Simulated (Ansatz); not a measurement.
# Lattice dynamics of CoSi2 (Fm-3m), part 2 of 3

Wanted: phonon frequencies of CoSi2 (Fm-3m) and what follows from them.

Ansatz 0.2.0; DFT PBEsol, scalar-relativistic, plane waves, PAW; PAW set soft_1.

So far: The starting structure; Relaxation. The relaxed cell has a = 5.313 Å (conventional setting).

The database entry behind the starting cell differs from later determinations by our own check (0.1 to 0.3 % short, probably kX units), so it need not match the best structure at ambient conditions.

### Step 3. Relaxing to small forces for the phonons

Phonons need a cell at rest on their own settings, so the relaxation is repeated with tight tolerances on forces and stress, using the mesh and the filling of the phonon run that follows.

Input file input.yaml:

```yaml
crystal:
  lattice:
    - [0.0, 2.6564082749, 2.6564082749]
    - [2.6564082749, 0.0, 2.6564082749]
    - [2.6564082749, 2.6564082749, 0.0]
  atoms:
    - { symbol: Co, position: [0.0, 0.0, 0.0] }
    - { symbol: Si, position: [0.25, 0.25, 0.25] }
    - { symbol: Si, position: [0.75, 0.75, 0.75] }
kpoints:
  mp_grid: { grid: [16, 16, 16] }
hamiltonian:
  xc: pbesol
  pseudopotentials: { kind: paw, azcp: { folder: soft_1 }, xc_functional: pbe }
scf:
  occupations: { method: methfessel_paxton, width: 0.2 }
output:
  forces: true
  stress: true
  eigenvalues: true
relax:
  adjacent_minimum: "off"
  f_tol: 0.001
  max_steps: 60
  cell: { stress_tol: 0.01 }
```

On the command line:

```sh
> ansatz run input.yaml --threads 4 --pin off --max-ram 10240MiB --backend cpu --events-out ev --progress --plain --runs-dir out
```

Numbers of over 12 decimals in the logs are rounded to 6 here.

The program printed:

```text
[...]
Crystal: 3 atoms, lattice volume = 37.490 Å³
Basis set: ecut = 420 eV, 725 PW (Γ), exchange–correlation on 54×54×54 points (8 copies of the dense FFT grid, shifted against one another)
Bands: 17, of which v1, the nominal top of the filled ones, is band 13 counted from 1 (12 counted from 0)
Symmetry: 48 space group operations
[...]
k-points: 145 of 4096
[...]
k-point 144: bands = [... 9 lower, 10.7892, 11.1326, 11.6582, 12.4727, 16.9269, 16.9269, 18.9635, 19.8477]
--- Relaxed structure (3 steps of the walk, 3 accepted, 1 SCFs on fresh bases) ---
[...]
cell:  # Å, volume = 37.4843 Å³
    - [0, 2.656275, 2.656275]
    - [2.656275, 0, 2.656275]
    - [2.656275, 2.656275, 0]
  atoms:
    - { symbol: Co, position: [0, 0, 0] }
    - { symbol: Si, position: [0.25, 0.25, 0.25] }
    - { symbol: Si, position: [0.75, 0.75, 0.75] }
[key lines of the parts left out:]
SCF converged after 9 iterations
Free energy (F): -6337.721802 eV
Fermi energy:    13.149055 eV
P = ⅓ Tr σ = 0.0001 GPa (0.001 kbar)
```

Elapsed: 5.9 s, on 4 threads of Arm Neoverse V1, shared host; peak memory 0.34 GiB; 22 s of CPU time.

Little changed from the start: no atom moved by 0.005 Å and no cell edge by 0.1 %.

Numbers from this step:

| Quantity | Value |
| --- | --- |
| pressure | 9.37e-5 GPa |
| volume per atom | 12.49 Å³ |

The forces vanish by symmetry and the pressure is 0.000 GPa, within the tolerances set. The cell now holds 12.49 Å³/atom.

### Step 4. Zone-centre response

The zone centre comes first: it holds the modes that light can see, as far as symmetry allows. No field response is asked, since the mesh shows no gap.

input.yaml, the sections that differ from step 3:

```yaml
crystal:
  lattice:
    - [0.0, 2.6562750233, 2.6562750233]
    - [2.6562750233, 0.0, 2.6562750233]
    - [2.6562750233, 2.6562750233, 0.0]
  atoms:
    - { symbol: Co, position: [0.0, 0.0, 0.0] }
    - { symbol: Si, position: [0.25, 0.25, 0.25] }
    - { symbol: Si, position: [0.75, 0.75, 0.75] }
output:
  eigenvalues: true
phonons:
  method: dfpt
# kpoints, hamiltonian, scf: as in step 3
# relax: removed
```

The program printed:

```text
zone centre: on kpoints.mp_grid the ground state, and the responses unless they are solved on pairs of k-points, stand on 349 of the mesh's 4096 k-points, reduced under 8 symmetry operations, with k and −k counted as one. Each operation leaves every solved displacement unchanged or reverses it
[...]
Crystal: 3 atoms, lattice volume = 37.484 Å³
Basis set: ecut = 420 eV, 725 PW (Γ), exchange–correlation on 54×54×54 points (8 copies of the dense FFT grid, shifted against one another)
Bands: 17, of which v1, the nominal top of the filled ones, is band 13 counted from 1 (12 counted from 0)
Symmetry: 48 space group operations
k-points: 349 of 4096 (irreducible under 8 space group operations, time reversal used)
[...]
SCF iter   1: F=—  HF=-6338.951563 eV  |F-HF|=—  |Δ(HF+E_count)|=         —  Δρ=1.38e-1  dr2=7.97e0  ethr=3.10e-3  ⟨swp⟩=5.1  Hψ=30166  notcnv=0
[...]
SCF iter  10: F=-6337.721802 eV  HF=-6337.721802 eV  |F-HF|=3.64e-12  |Δ(HF+E_count)|=  9.19e-11  S|Δr|=    0.00e0  Δρ=1.86e-7  dr2=6.34e-12  ethr=1.00e-12  ⟨swp⟩=5.8  Hψ=32386  notcnv=0
SCF 1 converged in 10 iterations: F = -6337.721802 eV  dr2 = 6.34e-12
[...]
DFPT response loops at Γ: preconditioner auto → Kerker (q_TF=auto, 2.550 Å⁻¹) (partly filled bands, converged f_vac=0.000); β = 1.00, the filter's whole step (`scf.mixing.beta` (0.50) is not read by the response loops under this deck's `scf.mixing.preconditioner`; to damp them name `kerker` or `kerker_dos`, under which they read `scf.mixing.beta`, and type it under 1.00, their step now; both keys bind the ground state too); Broyden in place of MSR1
SCF converged after 10 iterations
[...]
Free energy (F): -6337.721802 eV
[...]
Internal energy: -6337.722592 eV  (E = F + TS)
E sigma→0 (E₀):  -6337.721999 eV
Entropy (-TS):   0.000790 eV (0.263 meV/atom)
Fermi energy:    13.149055 eV
[...]
--- Band table (eV; the first three rows and the last of 349) ---
  k-point 0: bands = [... 9 lower, 11.1818, 14.1845, 16.5918, 16.5918, 16.5918, 16.7103, 16.7103, 16.7103]
  k-point 1: bands = [... 9 lower, 11.1625, 14.2303, 15.5222, 16.0738, 16.0738, 17.2576, 17.2576, 17.8328]
  k-point 2: bands = [... 9 lower, 11.1135, 13.9190, 15.0012, 15.5197, 15.5197, 17.7116, 17.7116, 18.4571]
  k-point 348: bands = [... 9 lower, 10.7892, 11.1326, 11.6582, 12.4727, 16.9269, 16.9269, 18.9635, 19.8477]
--- Phonons (Γ-DFPT): 2 representative perturbations + reference, on 349 of 4096 k-points (Σ response iterations 6) ---
  k mesh reduced under 8 symmetry operations, with k and −k counted as one. Each operation leaves every solved displacement unchanged or reverses it
  ASR residual: 2.856e-5 → 0.000e0 eV/Å²; symmetrization residual: 4.926e-7 eV/Å²
  ASR residual per site (eV/Å²): 2.18e-6 2.86e-5 2.86e-5
  Γ frequencies (cm⁻¹): 0.00 0.00 0.00 342.06 342.06 342.06 343.22 343.22 343.22
  non-analytic LO–TO correction: not included (Born effective charges unavailable; polar crystals: no LO–TO splitting at Γ)
```

It took 18 s on 4 threads; peak memory 0.85 GiB; 66 s of CPU time.

Numbers from this step:

```yaml
sum_rule_residual_before_enforcement: 2.86e-5 eV/Å²
point_group: m-3m
highest_optical_mode_at_the_zone_centre_no_lo_to_term: 343.2 cm⁻¹
lowest_optical_zone_centre_mode: 342.1 cm⁻¹
```

Patterns of degenerate modes are one choice out of their space. Modes at Γ, with each element's share of the kinetic energy:

| mode | frequency (cm⁻¹) | symmetry | Co % | Si % |
| --- | --- | --- | --- | --- |
| 1 | 0.0 | acoustic | 51 | 49 |
| 2 | 0.0 | acoustic | 51 | 49 |
| 3 | 0.0 | acoustic | 51 | 49 |
| 4 | 342.1 | T2g | 0 | 100 |
| 5 | 342.1 | T2g | 0 | 100 |
| 6 | 342.1 | T2g | 0 | 100 |
| 7 | 343.2 | T1u | 49 | 51 |
| 8 | 343.2 | T1u | 49 | 51 |
| 9 | 343.2 | T1u | 49 | 51 |

Displacements in mode 4 (342.1 cm⁻¹), the largest set to 1:
```
Co1  0.00  0.00  0.00
Si2 -0.04 -0.32 -1.00
Si3  0.04  0.32  1.00
```

Displacements in mode 7 (343.2 cm⁻¹), the largest set to 1:
```
Co1  0.00  0.00  0.95
Si2  0.00  0.00 -1.00
Si3  0.00  0.00 -1.00
```

Before it was imposed, the acoustic sum rule was missed by 2.9e-5 eV/Å². Small misses are needed for a sound result but don't prove that mesh and cutoff are converged. The lowest optical mode is real, 342 cm⁻¹.

### Step 5. Response at finite wavevector

Stability and thermal properties need the whole zone. Linear response on a 4×4×4 q mesh gives force constants as far as a supercell of that size would.

input.yaml, as its differences from that of step 4:

```diff
@@ -20 +20,8 @@
   method: dfpt
+  qmesh: [4, 4, 4]
+  temperatures: { t_max: 1000, t_step: 50 }
+  qpath:
+    path:
+      - [[0.0, 0.0, 0.0], [0.5, 0.0, 0.5], [0.625, 0.25, 0.625]]
+      - [[0.375, 0.375, 0.75], [0.0, 0.0, 0.0], [0.5, 0.5, 0.5], [0.5, 0.25, 0.75], [0.5, 0.0, 0.5]]
+    npoints: 10
```

The program printed:

```text
[...]
Crystal: 3 atoms, lattice volume = 37.484 Å³
Basis set: ecut = 420 eV, 725 PW (Γ), exchange–correlation on 54×54×54 points (8 copies of the dense FFT grid, shifted against one another)
Bands: 17, of which v1, the nominal top of the filled ones, is band 13 counted from 1 (12 counted from 0)
Symmetry: 48 space group operations
k-points: 145 of 4096
[...]
SCF iter   1: F=—  HF=-6338.951540 eV  |F-HF|=—  |Δ(HF+E_count)|=         —  Δρ=1.38e-1  dr2=7.97e0  ethr=3.10e-3  ⟨swp⟩=5.1  Hψ=12485  notcnv=0
[...]
SCF iter  10: F=-6337.721802 eV  HF=-6337.721802 eV  |F-HF|=3.64e-12  |Δ(HF+E_count)|=  1.02e-10  S|Δr|=    0.00e0  Δρ=1.84e-7  dr2=6.20e-12  ethr=1.00e-12  ⟨swp⟩=5.9  Hψ=13482  notcnv=0
SCF 1 converged in 10 iterations: F = -6337.721802 eV  dr2 = 6.20e-12
[...]
phonons: the bands overlap, so this run is a metal and interpolates without the dipole-dipole term. If the crystal is really an insulator or semiconductor, its LO-TO splitting is missing
NSCF: frozen V_eff on 145 k-points
[...]
DFPT response loops at q = (0, 0, 0) (fractional): preconditioner auto → Kerker (q_TF=auto, 2.550 Å⁻¹) (partly filled bands, converged f_vac=0.000); β = 1.00, the filter's whole step (`scf.mixing.beta` (0.50) is not read by the response loops under this deck's `scf.mixing.preconditioner`; to damp them name `kerker` or `kerker_dos`, under which they read `scf.mixing.beta`, and type it under 1.00, their step now; both keys bind the ground state too); Broyden in place of MSR1
[...]
SCF converged after 10 iterations
[...]
Free energy (F): -6337.721802 eV
[...]
Internal energy: -6337.722592 eV  (E = F + TS)
E sigma→0 (E₀):  -6337.721999 eV
Entropy (-TS):   0.000790 eV (0.263 meV/atom)
Fermi energy:    13.149055 eV
[...]
--- Band table (eV; the first three rows and the last of 145) ---
  k-point 0: bands = [... 9 lower, 11.1818, 14.1845, 16.5918, 16.5918, 16.5918, 16.7103, 16.7103, 16.7103]
  k-point 1: bands = [... 9 lower, 11.1625, 14.2303, 15.5222, 16.0738, 16.0738, 17.2576, 17.2576, 17.8328]
  k-point 2: bands = [... 9 lower, 11.1135, 13.9190, 15.0012, 15.5197, 15.5197, 17.7116, 17.7116, 18.4571]
  k-point 144: bands = [... 9 lower, 10.7892, 11.1326, 11.6582, 12.4727, 16.9269, 16.9269, 18.9635, 19.8477]
--- Phonons (Γ-DFPT): 2 representative perturbations + reference (Σ response iterations 6) ---
  ASR residual: 2.913e-5 → 0.000e0 eV/Å²; symmetrization residual: 6.571e-7 eV/Å²
  ASR residual per site (eV/Å²): 3.18e-6 2.91e-5 2.91e-5
  Γ frequencies (cm⁻¹): 0.00 0.00 0.00 342.06 342.06 342.06 343.22 343.22 343.22
--- Phonons (arbitrary-q DFPT): 8 irreducible q on the 4×4×4 mesh ---
  q = [0.0000, 0.0000, 0.0000] (star 1, of the zone-centre solve; hermiticity 1.05e-7, symmetrization 4.58e-13): -0.00 0.00 0.00 342.06 342.06 342.06 343.22 343.22 343.22
  q = [0.0000, 0.0000, 0.2500] (star 8, 2 solved perturbations on 2176 of 4096 k-point pairs; hermiticity 1.13e-7, symmetrization 1.29e-12): 86.67 86.67 196.76 315.56 323.11 323.11 361.02 361.02 377.67
[...]
q = [0.0000, 0.2500, 0.2500] (star 6, 4 solved perturbations in 3616 linear systems a pass and spin channel, the states on 1160 of 4096 k-point pairs; hermiticity 1.56e-7, symmetrization 2.03e-13): 124.10 124.10 202.83 301.32 301.32 314.19 376.26 376.26 376.85
[...]
sum rule: each row above includes the acoustic sum rule's correction from the zone centre's row sums; it moved no ω² by more than (0.53 cm⁻¹)²
  mesh force constants: q→R imaginary residual 2.89e-18; ASR residual 2.913e-5 → 0.000e0 eV/Å²; symmetrization residual 5.329e-15 eV/Å²
  interpolated dispersion: 62 rows × 9 modes
  density of states and harmonic sums: on the 20×20×20 q-mesh, interpolated from the force constants of a 4×4×4 supercell (no non-analytic term)
  largest difference from the sums on the solved wave vectors: F 1.09e-2 eV, S 1.49e-5 and C_V 4.01e-6 eV/K
  zero-point energy: 0.161269 eV/cell   skipped modes (ω ≤ 0): 3   left out of the sums: 4.17e-5 of the cell's modes: C_V's classical limit lies that fraction below 3 k_B per atom; for a crystal, a wire or a layer, F and S can be off by more, and a phonons.interpolated_qmesh denser along its periods is the remedy for the sampling
```

It took 9.7 min on 4 threads; peak memory 5.5 GiB.

Numbers from this step:

| Quantity | Value |
| --- | --- |
| sum-rule residual before enforcement | 2.91e-5 eV/Å² |
| lowest frequency on the path | 0 cm⁻¹ |
| highest frequency on the path or at a solved wavevector | 397.8 cm⁻¹ |
| mean frequency | 289.1 cm⁻¹ |
| Debye temperature (second moment) | 562 K |
| logarithmic mean frequency | 270.6 cm⁻¹ |
| lowest mode on the q mesh (acoustic modes at Γ apart) | 86.67 cm⁻¹ |
| zero-point energy per atom | 53.76 meV |
| heat capacity at 300 K | 21.09 J/(mol atoms K) |
| vibrational entropy at 300 K | 20.49 J/(mol atoms K) |

Frequencies (cm⁻¹) solved at each irreducible wavevector; negative means imaginary. Frequencies by wavevector, by row:

```csv
q in reciprocal lattice units,star,mode 1,mode 2,mode 3,mode 4,mode 5,mode 6,mode 7,mode 8,mode 9
0 0 0,1,0,0,0,342.1,342.1,342.1,343.2,343.2,343.2
0 0 0.25,8,86.7,86.7,196.8,315.6,323.1,323.1,361,361,377.7
0 0 -0.5,4,120,120,308.2,322.3,322.3,349.8,360.2,366.8,366.8
0 0.25 0.25,6,124.1,124.1,202.8,301.3,301.3,314.2,376.3,376.3,376.9
0 0.25 -0.5,24,155.3,185.3,273.8,283,294,321,381.3,382.5,389.3
0 0.25 -0.25,12,124.2,168,249,276.9,318.2,351.6,356.4,368.3,393.8
0 -0.5 -0.5,3,191.6,191.6,264.5,276.6,276.6,294.1,388.9,390,390
0.25 -0.5 -0.25,6,184.8,236.5,236.5,263.4,277.2,350.8,350.8,384.4,397.8
```

Interpolated from a 4×4×4 q mesh. Phonon branches along the path, in cm⁻¹:

| point | branch 1 | branch 2 | branch 3 | branch 4 | branch 5 | branch 6 | branch 7 | branch 8 | branch 9 |
| --- | --- | --- | --- | --- | --- | --- | --- | --- | --- |
| Γ | 0 | 0 | 0 | 342 | 342 | 342 | 343 | 343 | 343 |
| halfway | 124 | 124 | 203 | 301 | 301 | 314 | 376 | 376 | 377 |
| X | 192 | 192 | 264 | 277 | 277 | 294 | 389 | 390 | 390 |
| halfway | 184 | 205 | 265 | 271 | 279 | 302 | 385 | 388 | 392 |
| U | 167 | 234 | 248 | 268 | 288 | 321 | 380 | 384 | 392 |
| jump to K | 167 | 234 | 248 | 268 | 288 | 321 | 380 | 384 | 392 |
| halfway | 98 | 128 | 216 | 288 | 330 | 332 | 358 | 364 | 387 |
| Γ | 0 | 0 | 0 | 342 | 342 | 342 | 343 | 343 | 343 |
| halfway | 87 | 87 | 197 | 316 | 323 | 323 | 361 | 361 | 378 |
| L | 120 | 120 | 308 | 322 | 322 | 350 | 360 | 367 | 367 |
| halfway | 147 | 178 | 283 | 284 | 300 | 351 | 356 | 385 | 387 |
| W | 185 | 236 | 236 | 263 | 277 | 351 | 351 | 384 | 398 |
| halfway | 190 | 205 | 264 | 268 | 277 | 311 | 381 | 385 | 395 |
| X | 192 | 192 | 264 | 277 | 277 | 294 | 389 | 390 | 390 |

The phonon branches as a text plot (rows in cm⁻¹):

```
    389 |       *****************                    ************
    373 |   ****          *****  ***      ***********       **
    356 | ***                *********  ******   ***********
    340 |****              **  ***********     **          *
    323 |  ****          **  ********    ***********        **
    307 |    ****      **   *     **       *    *******       *
    290 |       ******* ****    **                   ****      **
    273 |         **************               *       **********
    257 |        *   *****  ***               *         *********
    240 |       *         **   *                         ***
    224 |               ** *    *            *             **
    207 |      *       *    *                           *    **
    191 |           ****         *          *          *  *******
    174 |    **   **    ***  **                       *  *
    157 |        *         *   *           *         * **
    141 |       *           *     **                ***
    124 |   *  *             ** *         *     *****
    108 |    **                * *  *         **
     91 |  *                    *        *  **
     75 |   *                    ***       *
     58 |  *                      ****    *
     41 | *                         *   **
     25 | *                          *  *
      8 |*                            **
         Γ           X  U|K            Γ         L        W     X
```

The phonon density of states has structure finer than the step of the table below, so its rows give means over 20 cm⁻¹, whole bins alone (the curve runs from 2.5 to 398 cm⁻¹). Peaks (cm⁻¹: height): 147.5: 0.0204, 267.5: 0.0523, 387.5: 0.117.

Tetrahedra on a 20×20×20 mesh, mean over bins of 5 cm-1. Interpolated from a 4×4×4 q mesh. The phonon density of states by wavenumber; means over each step:

```
wavenumber (cm⁻¹)  phonon density of states (1/cm⁻¹/cell)
               20                                  2.1e-4
               40                                  8.9e-4
               60                                 0.00212
               80                                 0.00413
              100                                 0.00767
              120                                  0.0159
              140                                  0.0201
              160                                  0.0199
              180                                  0.0176
              200                                  0.0114
              220                                 0.00911
              240                                 0.00738
              260                                  0.0286
              280                                  0.0448
              300                                  0.0432
              320                                  0.0375
              340                                  0.0274
              360                                  0.0465
              380                                  0.0807
```

(Part 2 of 3 ends here.)

[Logs are printed without paths, hosts, clocks, repeated set-up lines and the standing remarks that a program may print on its own settings, such as how far it seeks lower states.]

[Hosts, paths, dates, database ids (printed as entryN), source tags and the programs' standing remarks are cut or masked in the printed files.]
